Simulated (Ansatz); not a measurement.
An input for Ansatz 0.2.0 (BN (P6_3/mmc)):

```yaml
crystal:
  lattice:
    - [2.50399, 0.0, 0.0]
    - [-1.251995, 2.1685189508, 0.0]
    - [0.0, 0.0, 6.6612]
  atoms:
    - { symbol: B, position: [0.3333333333, 0.6666666667, 0.25] }
    - { symbol: B, position: [0.6666666667, 0.3333333333, 0.75] }
    - { symbol: "N", position: [0.3333333333, 0.6666666667, 0.75] }
    - { symbol: "N", position: [0.6666666667, 0.3333333333, 0.25] }
kpoints:
  mp_grid: { grid: [9, 9, 4] }
hamiltonian:
  xc: { exchange: pbe, correlation: pbe, exx: { coeff: 0.9 } }
  pseudopotentials: { kind: paw, azcp: { folder: soft_1 } }
scf:
  occupations: { method: fixed }
gw:
  n_empty_bands: 150
  ecut_chi: 150.0
  qp_bands: [v2, c2]
  qp_kpoints: band_edges
  screening: { model: contour_deformation }
```

```sh
ansatz run input.yaml --threads 4 --pin off --max-ram 138240MiB --backend cuda --events-out ev --progress --plain --runs-dir out --devices 1 --max-vram 26GiB
```

**Question.** Estimate wall time and host memory on 1 × NVIDIA H100 80GB HBM3 (shared by 3 runs) with 4 threads of AMD EPYC 7R13 (Zen 3), shared host.

It took 43 s; on shared hardware allow 21 s to 85 s. Peak host memory was 1.6 GiB. The sizes that set the cost: 713 plane waves a state, 36 irreducible k points, 158 bands summed, 151 plane waves in the screening and 20 SCF cycles.

The screening grows as filled bands × empty bands × pairs of k points, times the square of the screening basis for the matrix.

[Paths, hosts, dates, memory and timing lines, banners, echoed tables and standing remarks are left out of the program output.]

[Logs are printed without paths, hosts, clocks, repeated set-up lines and the standing remarks that a program may print on its own settings, such as how far it seeks lower states.]

[Runs of the session that timed out or met a known fault of the program may be left out.]

[Cells called generated may have been cut or substituted from an entry of the Crystallography Open Database or the Materials Project.]

[Hosts, paths, dates, database ids (printed as entryN), source tags and the programs' standing remarks are cut or masked in the printed files.]
